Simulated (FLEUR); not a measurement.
# GdSe: parallel and opposed starts

Does GdSe prefer parallel or opposed moments?

Calculated with FLEUR MaX-R8.1; PBEsol with U = 6.7 eV, J = 0.7 eV on Gd f; all-electron FLAPW, Dirac cores, scalar-relativistic bands.

## (1) The starting structure

Symmetry: Fm-3m, No. 225, cubic system. Conventional cell: a = 5.771 Å, b = 5.771 Å, c = 5.771 Å, α = 90.00°, β = 90.00°, γ = 90.00°. Nearest to Gd lie 6 Se at 2.89 Å. Nearest to Se lie 6 Gd at 2.89 Å. Farther neighbours and most contacts between anions are not listed.

## (2) Order 1, typed as ferro +

The parallel start comes first: it shows whether parallel moments hold. The U counters the self-interaction that shrinks the moments of a localised shell.

The file n_mmp_mat seeds the f occupations with whole cubic orbitals by Hund's first rule, so that the U acts from the first pass. inpgen writes inp.xml from crystal.txt; cutoffs, mixing, functional, smearing and local orbitals are then set in the file. The k list default-1 (kpts.xml, not shown) is a Γ-centred 6×6×6 mesh; where the ranks do not divide the number of points, some are split in two of half the weight.

File inp.xml:

```
<?xml version="1.0" encoding="UTF-8" standalone="no"?>
<fleurInput fleurInputVersion="0.39">
   <comment>
      GdSe
   </comment>
   <calculationSetup>
      <cutoffs Kmax="3.6" Gmax="10.8" GmaxXC="10.8" numbands="0"/>
      <scfLoop itmax="130" minDistance="0.0001" maxIterBroyd="15" imix="Anderson" alpha="0.05" precondParam="0.0" spinf="2.0" sdNocoIR="T"/>
      <coreElectrons ctail="T" frcor="F" kcrel="0" coretail_lmax="0"/>
      <xcFunctional name="PBEs" relativisticCorrections="F"/>
      <magnetism jspins="2"/>
      <soc l_soc="F" theta="0.0" phi="0.0" spav="F"/>
      <expertModes spex="0" secvar="F"/>
      <geometryOptimization l_f="F" forcealpha="1.0" forcemix="BFGS" epsdisp="0.00001" epsforce="0.00001"/>
      <ldaU l_linMix="F" mixParam="0.05" spinf="1.0"/>
   </calculationSetup>
   <cell>
      <bzIntegration valenceElectrons="34.0" mode="hist" fermiSmearingEnergy="0.00183747">
         <kPointListSelection listName="default-1"/>
         <xi:include xmlns:xi="http://www.w3.org/2001/XInclude" href="kpts.xml"> </xi:include>
      </bzIntegration>
      <xi:include xmlns:xi="http://www.w3.org/2001/XInclude" href="sym.xml"> </xi:include>
      <bulkLattice scale="1.0">
         <bravaisMatrix>
            <row-1>    0.0000000000000000     5.4528047325332993     5.4528047325332993</row-1>
            <row-2>    5.4528047325332993     0.0000000000000000     5.4528047325332993</row-2>
            <row-3>    5.4528047325332993     5.4528047325332993     0.0000000000000000</row-3>
         </bravaisMatrix>
      </bulkLattice>
   </cell>
   <atomSpecies>
      <species name="Gadolinium7.000" element="Gd" atomicNumber="64">
         <mtSphere radius="2.66" gridPoints="879" logIncrement="0.015"/>
         <atomicCutoffs lmax="10" lnonsphr="8"/>
         <electronConfig flipSpins="F">
            <coreConfig>(1s1/2) (2s1/2) (2p1/2) (2p3/2) (3s1/2) (3p1/2) (3p3/2) (4s1/2) (3d3/2) (3d5/2) (4p1/2) (4p3/2) (4d3/2) (4d5/2)</coreConfig>
            <valenceConfig>(5s1/2) (5p1/2) (5p3/2) (6s1/2) (4f5/2) (4f7/2) (5d3/2) (5d5/2)</valenceConfig>
            <stateOccupation state="(4f5/2)" spinUp="2.5" spinDown="0.5"/>
            <stateOccupation state="(4f7/2)" spinUp="4.0" spinDown="0.0"/>
            <stateOccupation state="(5d3/2)" spinUp="0.4" spinDown="0.0"/>
            <stateOccupation state="(5d5/2)" spinUp="0.6" spinDown="0.0"/>
         </electronConfig>
         <energyParameters s="6" p="6" d="5" f="4"/>
         <ldaU l="3" U="6.7" J="0.7" l_amf="F"/>
         <lo type="SCLO" l="0" n="5" eDeriv="0"/>
         <lo type="SCLO" l="1" n="5" eDeriv="0"/>
      </species>
      <species name="Selenium (Se)" element="Se" atomicNumber="34">
         <mtSphere radius="2.66" gridPoints="879" logIncrement="0.014"/>
         <atomicCutoffs lmax="10" lnonsphr="8"/>
         <electronConfig flipSpins="F">
            <coreConfig>(1s1/2) (2s1/2) (2p1/2) (2p3/2) (3s1/2) (3p1/2) (3p3/2)</coreConfig>
            <valenceConfig>(4s1/2) (3d3/2) (3d5/2) (4p1/2) (4p3/2)</valenceConfig>
            <stateOccupation state="(4p1/2)" spinUp="0.666667" spinDown="0.666667"/>
            <stateOccupation state="(4p3/2)" spinUp="1.333333" spinDown="1.333333"/>
         </electronConfig>
         <energyParameters s="4" p="4" d="3" f="4"/>
      </species>
   </atomSpecies>
   <atomGroups>
      <atomGroup species="Gadolinium7.000">
         <relPos label="                   1">.0000000000 .0000000000 .0000000000</relPos>
         <force calculate="T" relaxXYZ="TTT"/>
      </atomGroup>
      <atomGroup species="Selenium (Se)">
         <relPos label="                   2">1.000/2.000 1.000/2.000 1.000/2.000</relPos>
         <force calculate="T" relaxXYZ="TTT"/>
      </atomGroup>
   </atomGroups>
   <output dos="F" band="F" slice="F">
      <bandDOS minEnergy="-.5*Htr" maxEnergy="0.5*Htr" sigma="0.015" storeEVData="T"/>
      <plotting iplot="0" polar="F">
         <plot TwoD="T" vec1="  1.0  0.0  0.0" vec2="  0.0  1.0  0.0" vec3="  0.0  0.0  1.0" zero="  0.0  0.0  0.0" file="plot"/>
      </plotting>
      <moessbauerParams electricFieldGradient="F" isomerShift="F" coreHyperfine="F" valenceHyperfine="F"/>
   </output>
</fleurInput>
```

File crystal.txt:

```
GdSe
&input film=F cartesian=F /
0.00000000000  2.88550000000  2.88550000000
2.88550000000  0.00000000000  2.88550000000
2.88550000000  2.88550000000  0.00000000000
1.8897261246
1.0 1.0 1.0

2
64 0.00000000000  0.00000000000  0.00000000000 : 7.000
34 0.50000000000  0.50000000000  0.50000000000

&kpt div1=6 div2=6 div3=6 gamma=T /
```

The run is started by

```
> OMP_NUM_THREADS=1 inpgen -f crystal.txt > inpgen.log  # inp.xml is then edited as shown
> OMP_NUM_THREADS=1 mpirun -n 4 fleur_MPI > fleur.log
```

Output:

```text
Welcome to FLEUR        (www.flapw.de)
      MaX-Release 8.1          (www.max-centre.eu)

 ========== k-point set info ==========
 Selected k-point list: default-1
 k-point list type: mesh
 6 x 6 x 6
 Number of k points: 16

 ------------Calculation Setup---------------------------
 Number of MPI-tasks      :            4
 Number of PE/node        :            4
 Number of OMP-threads    :            1
 k-points in parallel     :            4
 pe's per k-point         :            1
 No of k-point loops      :            4
 Eigenvalue solver        :       lapack
 Number of basis functions:          280
 Approximate size of matrices (H+S) per k-point:         0.001 GB
 --------------------------------------------------------
 Iteration:     1   Distance:      22.30518674 me/bohr^3
 Iteration:     2   Distance:      21.25266235 me/bohr^3
 Iteration:     3   Distance:       2.81063649 me/bohr^3
 Iteration:     4   Distance:       0.91309795 me/bohr^3
 Iteration:     5   Distance:       0.86278367 me/bohr^3
 Iteration:     6   Distance:       0.30023607 me/bohr^3
 Iteration:     7   Distance:       0.25573860 me/bohr^3
 Iteration:     8   Distance:       0.18509871 me/bohr^3
 Iteration:     9   Distance:       0.05543181 me/bohr^3
 Iteration:    10   Distance:       0.05317512 me/bohr^3
 Iteration:    11   Distance:       0.01841165 me/bohr^3
 Iteration:    12   Distance:       0.01224013 me/bohr^3
 Iteration:    13   Distance:       0.00243554 me/bohr^3
 Iteration:    14   Distance:       0.00187556 me/bohr^3
 Iteration:    15   Distance:       0.00042426 me/bohr^3
 Iteration:    16   Distance:       0.00040878 me/bohr^3
 Iteration:    17   Distance:       0.00018485 me/bohr^3
 Iteration:    18   Distance:       0.00004675 me/bohr^3

 ********************************************************************
 Run finished successfully
 Stop message:
   all done
 ********************************************************************

--- out.xml (last complete iteration) ---
<iteration numberForCurrentRun="   18" overallNumber="   18">
         [... left out ...]
         <bandgap value="0.0436159858" units="eV"/>
         <sumValenceSingleParticleEnergies value="-17.8351428391" units="Htr"/>
         <FermiEnergy value="0.4016772751" units="Htr"/>
         <valenceDensity>
            <mtCharges spin="1">
               <mtCharge atomType="1" total="11.4571466" s="1.0486860" p="2.9421952" d="0.4953985" f="6.9679102"/>
               <mtCharge atomType="2" total="7.6738023" s="0.8666962" p="1.7780805" d="5.0167362" f="0.0088157"/>
            </mtCharges>
            <mtCharges spin="2">
               <mtCharge atomType="1" total="4.3828489" s="1.0400986" p="2.9167463" d="0.3703260" f="0.0526899"/>
               <mtCharge atomType="2" total="7.7148847" s="0.8684796" p="1.8222139" d="5.0148142" f="0.0069865"/>
            </mtCharges>
            <spinDependentCharge spin="1" total="20.5596658" interstitial="1.4287169" mtSpheres="19.1309489"/>
            <spinDependentCharge spin="2" total="13.4403342" interstitial="1.3426006" mtSpheres="12.0977336"/>
            <totalCharge value="34.0000000000"/>
         </valenceDensity>
         [... left out ...]
         <allElectronCharges>
            <spinDependentCharge spin="1" total="52.5596658" interstitial="1.4287337" mtSpheres="51.1309322"/>
            <spinDependentCharge spin="2" total="45.4403342" interstitial="1.3426200" mtSpheres="44.0977142"/>
            <totalCharge value="97.9999999872"/>
         </allElectronCharges>
         <magneticMomentsInMTSpheres units="muBohr">
            <globalMagMoment atomType="1" vec="0.00000   0.00000   7.07430"/>
            <localMagMoment atomType="1" vec="0.00000   0.00000   7.07430"/>
            <globalMagMoment atomType="2" vec="0.00000   0.00000  -0.04108"/>
            <localMagMoment atomType="2" vec="0.00000   0.00000  -0.04108"/>
         </magneticMomentsInMTSpheres>
         <moessbauerParams unitsHFF="kG" unitsIS="e/bohr^3" unitsEFG="Htr/bohr^2">
         </moessbauerParams>
         <totalEnergy value="   -13705.3991001268" units="Htr">
            <sumOfEigenvalues value="    -8340.9092702884">
               <coreElectrons value="-8323.0741274493"/>
               <valenceElectrons value="-17.8351428391"/>
            </sumOfEigenvalues>
            <densityCoulombPotentialIntegral value="-22685.8415996798"/>
            <densityEffectivePotentialIntegral value="-23123.8192543130"/>
            <chargeDenXCDenIntegral value="-333.0134094653"/>
            <FockExchangeEnergyValence value="0.0000000000"/>
            <FockExchangeEnergyCore value="0.0000000000"/>
            <atomTypeDependentContributions atomType="1">
               <electronNucleiInteractionDifferentMTs value="13837.7962773140"/>
               <MadelungTerm value="-33.7484704074"/>
            </atomTypeDependentContributions>
            <atomTypeDependentContributions atomType="2">
               <electronNucleiInteractionDifferentMTs value="2931.9557442647"/>
               <MadelungTerm value="-9.6391127912"/>
            </atomTypeDependentContributions>
            <dftUCorrection value="-0.7647299312"/>
            <tkbTimesEntropy value="0.0002875684"/>
            <freeEnergy value="-13705.3993876952"/>
            <extrapolationTo0K value="-13705.3992439110"/>
         </totalEnergy>
         <ldaUDensityMatrix>
            <densityMatrixFor spin="1" atomType="1" uIndex="1" l="3" U="6.70000000" J="0.70000000">
               (+0.99609,+0.00000) (+0.00000,+0.00000) (+0.00000,+0.00000) (+0.00000,+0.00000) (+0.00135,+0.00000) (+0.00000,+0.00000) (+0.00000,+0.00000)
               (+0.00000,+0.00000) (+0.99391,+0.00000) (+0.00000,+0.00000) (+0.00000,+0.00000) (+0.00000,+0.00000) (+0.00043,+0.00000) (+0.00000,+0.00000)
               (+0.00000,+0.00000) (+0.00000,+0.00000) (+0.99539,+0.00000) (+0.00000,+0.00000) (+0.00000,+0.00000) (+0.00000,+0.00000) (+0.00135,+0.00000)
               (+0.00000,+0.00000) (+0.00000,+0.00000) (+0.00000,+0.00000) (+0.99713,+0.00000) (+0.00000,+0.00000) (+0.00000,+0.00000) (+0.00000,+0.00000)
               (+0.00135,+0.00000) (+0.00000,+0.00000) (+0.00000,+0.00000) (+0.00000,+0.00000) (+0.99539,+0.00000) (+0.00000,+0.00000) (+0.00000,+0.00000)
               (+0.00000,+0.00000) (+0.00043,+0.00000) (+0.00000,+0.00000) (+0.00000,+0.00000) (+0.00000,+0.00000) (+0.99391,+0.00000) (+0.00000,+0.00000)
               (+0.00000,+0.00000) (+0.00000,+0.00000) (+0.00135,+0.00000) (+0.00000,+0.00000) (+0.00000,+0.00000) (+0.00000,+0.00000) (+0.99609,+0.00000)
            </densityMatrixFor>
            <densityMatrixFor spin="2" atomType="1" uIndex="1" l="3" U="6.70000000" J="0.70000000">
               (+0.00881,+0.00000) (+0.00000,+0.00000) (+0.00000,+0.00000) (+0.00000,+0.00000) (+0.00347,+0.00000) (+0.00000,+0.00000) (+0.00000,+0.00000)
               (+0.00000,+0.00000) (+0.00478,+0.00000) (+0.00000,+0.00000) (+0.00000,+0.00000) (+0.00000,+0.00000) (-0.00044,+0.00000) (+0.00000,+0.00000)
               (+0.00000,+0.00000) (+0.00000,+0.00000) (+0.00702,+0.00000) (+0.00000,+0.00000) (+0.00000,+0.00000) (+0.00000,+0.00000) (+0.00347,+0.00000)
               (+0.00000,+0.00000) (+0.00000,+0.00000) (+0.00000,+0.00000) (+0.01149,+0.00000) (+0.00000,+0.00000) (+0.00000,+0.00000) (+0.00000,+0.00000)
               (+0.00347,+0.00000) (+0.00000,+0.00000) (+0.00000,+0.00000) (+0.00000,+0.00000) (+0.00702,+0.00000) (+0.00000,+0.00000) (+0.00000,+0.00000)
               (+0.00000,+0.00000) (-0.00044,+0.00000) (+0.00000,+0.00000) (+0.00000,+0.00000) (+0.00000,+0.00000) (+0.00478,+0.00000) (+0.00000,+0.00000)
               (+0.00000,+0.00000) (+0.00000,+0.00000) (+0.00347,+0.00000) (+0.00000,+0.00000) (+0.00000,+0.00000) (+0.00000,+0.00000) (+0.00881,+0.00000)
            </densityMatrixFor>
         </ldaUDensityMatrix>
         <ldaUDensityMatrixConvergence>
            <distance spin="1" distance="0.000000"/>
            <distance spin="2" distance="0.000000"/>
         </ldaUDensityMatrixConvergence>
         <densityConvergence units="me/bohr^3">
            <chargeDensity spin="1" distance="0.0000329860"/>
            <chargeDensity spin="2" distance="0.0000281884"/>
            <overallChargeDensity distance="0.0000397459"/>
            <spinDensity distance="0.0000467503"/>
         </densityConvergence>
      </iteration>
```

Wall time 13 s (4 MPI ranks of Intel Xeon Platinum 8375C at 2.90GHz (Ice Lake), shared host); peak memory 0.27 GiB.

This step gave:

- free energy: -372942.9164 eV
- program's band gap on this mesh (in a metal only a level spacing): 0.04362 eV
- magnetization: 7.119 μB
- final state: ferromagnetic
- largest moment: 7.074 μB

After 18 cycles the largest moment stands at 7.07 μB.

(Part 1 of 3 ends here.)

[Logs and program files are shortened in this print: banners, set-up blocks, solver, clock and traceback lines can be left out without a mark of their own.]

[Logs are printed without paths, hosts, clocks, repeated set-up lines and the standing remarks that a program may print on its own settings, such as how far it seeks lower states.]

[Hosts, paths, dates, database ids (printed as entryN), source tags and the programs' standing remarks are cut or masked in the printed files.]

[Where a cell is said to come from a database of computed structures, the database is the Materials Project.]
